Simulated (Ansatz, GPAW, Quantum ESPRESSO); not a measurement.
# The valence band of CoSi2 as photoemission sees it, part 2 of 7

Wanted: projected DOS of CoSi2, weighted into photoemission and X-ray emission spectra, at several levels of theory.

Ansatz 0.2.0, Quantum ESPRESSO 7.5 and GPAW 26.7.0; DFT, PBE, plane-wave PAW, default files, scalar-relativistic (the session's first sound run).

So far. Step 2 (Self-consistent run, DOS and bands): The starting moments died away, so the state found is non-magnetic. At the Fermi level the DOS is 1.04 states/eV a cell, and on the broadened curves Co 3d holds 43 % of the total there.

The database entry behind the starting cell differs from later determinations by our own check (0.1 to 0.3 % short, probably kX units), so it need not match the best structure at ambient conditions.

## Step 3: With LDA

This step: DFT, LDA, plane-wave PAW, default files, scalar-relativistic (Ansatz 0.2.0).

The run is repeated with LDA on the same cell, to see how much the levels hang on the functional.

File input.yaml:

```yaml
crystal:
  lattice:
    - [0.0, 2.678, 2.678]
    - [2.678, 0.0, 2.678]
    - [2.678, 2.678, 0.0]
  atoms:
    - { symbol: Co, position: [0.0, 0.0, 0.0], spin: 2.0 }
    - { symbol: Si, position: [0.75, 0.75, 0.75] }
    - { symbol: Si, position: [0.25, 0.25, 0.25] }
magnetization:
  spin_polarized: true
kpoints:
  mp_grid: { grid: [12, 12, 12] }
  band_path:
    path:
      - [[0.0, 0.0, 0.0], [0.5, 0.0, 0.5], [0.625, 0.25, 0.625]]
      - [[0.375, 0.375, 0.75], [0.0, 0.0, 0.0], [0.5, 0.5, 0.5], [0.5, 0.25, 0.75], [0.5, 0.0, 0.5]]
    npoints: 15
scf:
  occupations: { method: fermi_dirac, width: 0.05 }
  n_extra_bands: 10
hamiltonian:
  xc: lda
  pseudopotentials: { kind: paw }
output:
  forces: true
  stress: true
  dos:
    projected: true
    de: 0.05
    e_range: [-30, 12]
    nscf_kmesh: { grid: [20, 20, 20] }
  fatbands: true
```

Launch:

```console
> ansatz run input.yaml --threads 2 --pin off --max-ram 6144MiB --backend cpu --events-out ev --progress --plain --runs-dir out
```

Numbers of over 12 decimals in the logs are rounded to 6 here.

What it wrote:

```text
[...]
Crystal: 3 atoms, lattice volume = 38.412 Å³
Basis set: ecut = 420 eV, 749 PW (Γ)
Bands: 23, of which v1, the nominal top of the filled ones, is band 13 counted from 1 (12 counted from 0)
Symmetry: 48 space group operations
[...]
k-points: 72 of 1728
[...]
Starting moments: Σ|m| = 2 μB on 1 of 3 sites
[...]
SCF iter   1: F=—  HF=-6281.330062 eV  |F-HF|=—  |Δ(HF+E_count)|=         —  Δρ=1.76e-1 (↑1.76e-1 ↓9.58e-2)  dr2=2.14e0  dr2_m=6.16e0  M=0.182 μB ∫|m|=0.240 μB  β_m=0.30  ethr=3.10e-3  ⟨swp⟩=5.7  Hψ=15973  notcnv=0  defer=17
[...]
SCF iter  12: F=-6281.879149 eV  HF=-6281.879149 eV  |F-HF|=7.65e-9  |Δ(HF+E_count)|=  1.41e-10  Δρ=2.81e-6 (↑2.81e-6 ↓2.73e-6)  dr2=8.83e-9  dr2_m=7.45e-13  M=0.000 μB ∫|m|=0.000 μB  ethr=6.95e-11  ⟨swp⟩=7.5  Hψ=14863  notcnv=0
SCF 1 converged in 12 iterations: F = -6281.879149 eV  dr2 = 8.83e-9
[...]
NSCF: frozen V_eff on 92 k-points
[...]
SCF converged after 12 iterations
Magnetization: 0.0000 μB (12.5000 up, 12.5000 down)
Absolute magnetization: 0.0000 μB (∫|ρ↑−ρ↓|, with the PAW one-centre terms)
[...]
Per-site moments (μB) at R_I (Å): [(2.5270001324675084e-7, 0.956677), (-2.8947506673313045e-8, 0.956677), (-2.894750658353155e-8, 0.956677)]
Free energy (F): -6281.879149 eV
[...]
Internal energy: -6281.871488 eV  (E = F + TS)
E sigma→0 (E₀):  -6281.875318 eV
Entropy (-TS):   -0.007661 eV (-2.554 meV/atom)
Fermi energy:    12.600523 eV
[...]
--- Stress (GPa, compression-positive) ---
       -8.513762       0.000000      -0.000000
        0.000000      -8.513762       0.000000
       -0.000000       0.000000      -8.513762
  P = ⅓ Tr σ = -8.5138 GPa (-85.138 kbar)
--- Band table (eV; the first three rows and the last of 144) ---
  k-point 0 ↑: bands = [... 9 lower, 10.7079, 13.2642, 16.0479, 16.0479, 16.0479, 16.0625, 16.0625, 16.0625, ... 6 higher]
  k-point 1 ↑: bands = [... 9 lower, 10.6761, 13.3637, 14.6200, 15.3034, 15.3034, 16.8219, 16.8219, 17.5656, ... 6 higher]
  k-point 2 ↑: bands = [... 9 lower, 10.6061, 12.7658, 14.3250, 14.5680, 14.5680, 16.9476, 16.9476, 17.5900, ... 6 higher]
  k-point 71 ↓: bands = [... 9 lower, 10.2930, 10.6175, 11.1589, 11.9427, 16.2391, 16.2391, 18.4244, 19.2216, ... 6 higher]
```

Run time: 15 s. Hardware: 2 threads of Arm Neoverse V1, shared host; peak memory 0.43 GiB; 30 s of CPU time.

Numbers from this step:

```
free energy                                    : -6281.8791 eV
energy at zero smearing                        : -6281.8753 eV
smearing term TS                               : 0.007661 eV
Fermi energy                                   : 12.60 eV
pressure                                       : -8.514 GPa
share of occupied states in no projected shell : 0.0198 of the occupied states in the window
DOS at the Fermi level                         : 1.046 states/eV/cell
```

The electronic bands at the labelled points (eV, zero at the Fermi level; # counts the bands kept):

| point | up #7 | up #8 | up #9 | up #10 | down #7 | down #8 | down #9 | down #10 |
| --- | --- | --- | --- | --- | --- | --- | --- | --- |
| Γ | 0.66 | 3.45 | 3.45 | 3.45 | 0.66 | 3.45 | 3.45 | 3.45 |
| 0.47 of the way | -0.11 | -0.11 | 0.04 | 1.34 | -0.11 | -0.11 | 0.04 | 1.34 |
| X | -1.99 | -1.91 | -1.32 | 1.57 | -1.99 | -1.91 | -1.32 | 1.57 |
| 0.47 of the way | -1.95 | -1.55 | -1.24 | 1.73 | -1.95 | -1.55 | -1.24 | 1.73 |
| U | -1.79 | -1.22 | -0.95 | 1.97 | -1.79 | -1.22 | -0.95 | 1.97 |
| jump to K | -1.79 | -1.22 | -0.95 | 1.97 | -1.79 | -1.22 | -0.95 | 1.97 |
| 0.47 of the way | -1.67 | -0.62 | 1.09 | 2.94 | -1.67 | -0.62 | 1.09 | 2.94 |
| Γ | 0.66 | 3.45 | 3.45 | 3.45 | 0.66 | 3.45 | 3.45 | 3.45 |
| 0.47 of the way | -0.68 | 1.37 | 1.37 | 2.10 | -0.68 | 1.37 | 1.37 | 2.10 |
| L | -1.63 | -0.44 | -0.44 | 2.64 | -1.63 | -0.44 | -0.44 | 2.64 |
| 0.53 of the way | -1.78 | -1.05 | -0.59 | 2.66 | -1.78 | -1.05 | -0.59 | 2.66 |
| W | -1.98 | -1.44 | -0.66 | 3.64 | -1.98 | -1.44 | -0.66 | 3.64 |
| 0.53 of the way | -1.99 | -1.50 | -1.05 | 1.98 | -1.99 | -1.50 | -1.05 | 1.98 |
| X | -1.99 | -1.91 | -1.32 | 1.57 | -1.99 | -1.91 | -1.32 | 1.57 |

Of the projections kept (Co s, Co d, Si s, Si p, not projected), the largest for each band there; the rest of the weight can lie on other orbitals:

| point | up #7 | up #8 | up #9 | up #10 | down #7 | down #8 | down #9 | down #10 |
| --- | --- | --- | --- | --- | --- | --- | --- | --- |
| Γ | Si s 1.00 | Si p 0.61 | Si p 0.61 | Si p 0.61 | Si s 1.00 | Si p 0.61 | Si p 0.61 | Si p 0.61 |
| X | Co d 0.94 | Co d 0.68 | Co d 0.99 | Co d 0.62 | Co d 0.94 | Co d 0.68 | Co d 0.99 | Co d 0.62 |
| U | Co d 0.89 | Co d 0.82 | Co d 0.80 | Co d 0.47 | Co d 0.89 | Co d 0.82 | Co d 0.80 | Co d 0.47 |
| K | Co d 0.89 | Co d 0.82 | Co d 0.80 | Co d 0.47 | Co d 0.89 | Co d 0.82 | Co d 0.80 | Co d 0.47 |
| Γ | Si s 1.00 | Si p 0.61 | Si p 0.61 | Si p 0.61 | Si s 1.00 | Si p 0.61 | Si p 0.61 | Si p 0.61 |
| L | Co d 0.97 | Si p 0.93 | Si p 0.93 | Si p 0.46 | Co d 0.97 | Si p 0.93 | Si p 0.93 | Si p 0.46 |

The two runs compared:

| quantity | this run | base run | difference |
| --- | --- | --- | --- |
| DOS at the Fermi level (states/eV/cell) | 1.0457 | 1.0442 | 0.00150 |

The starting moments have collapsed: the run ends non-magnetic.

## Step 4: A coarser DOS mesh

This step: DFT, PBE, plane-wave PAW, default files, scalar-relativistic (Ansatz 0.2.0).

A coarser mesh is cheaper; this run shows what it does to the DOS. The DOS is also smeared by Gaussians here, in place of tetrahedra.

input.yaml, the sections that differ from step 3:

```yaml
kpoints:
  mp_grid: { grid: [12, 12, 12] }
hamiltonian:
  xc: pbe
  pseudopotentials: { kind: paw }
output:
  forces: true
  stress: true
  dos:
    projected: true
    de: 0.05
    e_range: [-30, 12]
    nscf_kmesh: { grid: [8, 8, 8] }
    method: { smearing: { sigma: 0.1, scheme: gaussian } }
# crystal, magnetization, scf: as in step 3
```

What it wrote:

```text
[...]
Crystal: 3 atoms, lattice volume = 38.412 Å³
Basis set: ecut = 420 eV, 749 PW (Γ), exchange–correlation on 54×54×54 points (8 copies of the dense FFT grid, shifted against one another)
Bands: 23, of which v1, the nominal top of the filled ones, is band 13 counted from 1 (12 counted from 0)
Symmetry: 48 space group operations
[...]
k-points: 72 of 1728
[...]
Starting moments: Σ|m| = 2 μB on 1 of 3 sites
[...]
SCF iter   1: F=—  HF=-6398.499812 eV  |F-HF|=—  |Δ(HF+E_count)|=         —  Δρ=1.66e-1 (↑1.66e-1 ↓9.33e-2)  dr2=1.90e0  dr2_m=5.61e0  M=0.232 μB ∫|m|=0.341 μB  β_m=0.30  ethr=3.10e-3  ⟨swp⟩=5.7  Hψ=15925  notcnv=0  defer=15
[...]
SCF iter  12: F=-6399.180139 eV  HF=-6399.180139 eV  |F-HF|=3.29e-9  |Δ(HF+E_count)|=   3.47e-9  Δρ=1.83e-6 (↑1.83e-6 ↓1.82e-6)  dr2=3.96e-9  dr2_m=4.71e-13  M=-0.000 μB ∫|m|=0.000 μB  ethr=2.93e-11  ⟨swp⟩=7.3  Hψ=15098  notcnv=0
SCF 1 converged in 12 iterations: F = -6399.180139 eV  dr2 = 3.96e-9
[...]
SCF converged after 12 iterations
Magnetization: -0.0000 μB (12.5000 up, 12.5000 down)
Absolute magnetization: 0.0000 μB (∫|ρ↑−ρ↓|, with the PAW one-centre terms)
[...]
Per-site moments (μB) at R_I (Å): [(-5.337759927166042e-8, 0.956677), (3.7311395022808836e-8, 0.956677), (3.7311395017160854e-8, 0.956677)]
Free energy (F): -6399.180139 eV
[...]
Internal energy: -6399.172344 eV  (E = F + TS)
E sigma→0 (E₀):  -6399.176242 eV
Entropy (-TS):   -0.007795 eV (-2.598 meV/atom)
Fermi energy:    12.865541 eV
[...]
--- Stress (GPa, compression-positive) ---
        0.382890      -0.000000      -0.000000
        0.000000       0.382890       0.000000
       -0.000000       0.000000       0.382890
  P = ⅓ Tr σ = 0.3829 GPa (3.829 kbar)
--- Band table (eV; the first three rows and the last of 144) ---
  k-point 0 ↑: bands = [... 9 lower, 10.9782, 13.6404, 16.3085, 16.3085, 16.3085, 16.3187, 16.3187, 16.3187, ... 6 higher]
  k-point 1 ↑: bands = [... 9 lower, 10.9462, 13.7261, 14.8930, 15.5632, 15.5632, 17.0850, 17.0850, 17.8350, ... 6 higher]
  k-point 2 ↑: bands = [... 9 lower, 10.8758, 13.0590, 14.6720, 14.8288, 14.8288, 17.2196, 17.2196, 17.9133, ... 6 higher]
  k-point 71 ↓: bands = [... 9 lower, 10.5864, 10.9354, 11.4349, 12.2096, 16.5221, 16.5221, 18.7130, 19.4938, ... 6 higher]
```

It took 7 s on 2 threads; peak memory 0.39 GiB; 14 s of CPU time.

This step gave:

```
free energy                                    : -6399.1801 eV
energy at zero smearing                        : -6399.1762 eV
smearing term TS                               : 0.007795 eV
Fermi energy                                   : 12.87 eV
pressure                                       : 0.3829 GPa
share of occupied states in no projected shell : 0.0201 of the occupied states in the window
DOS at the Fermi level                         : 1.020 states/eV/cell
```

Side by side:

| quantity | this run | base run | difference |
| --- | --- | --- | --- |
| DOS at the Fermi level (states/eV/cell) | 1.0195 | 1.0442 | -0.0247 |

No moment survives the cycle: this start ends non-magnetic.

(Part 2 of 7 ends here.)

[Logs are printed without paths, hosts, clocks, repeated set-up lines and the standing remarks that a program may print on its own settings, such as how far it seeks lower states.]

[Hosts, paths, dates, database ids (printed as entryN), source tags and the programs' standing remarks are cut or masked in the printed files.]

[Maps of the electrostatic potential energy from Ansatz leave out the sawtooth potential of an applied field or a dipole correction, so their vacuum need not be flat; work functions include it.]

[Peak lists hold at most the 14 tallest peaks of each spectrum; further lines can be left out.]
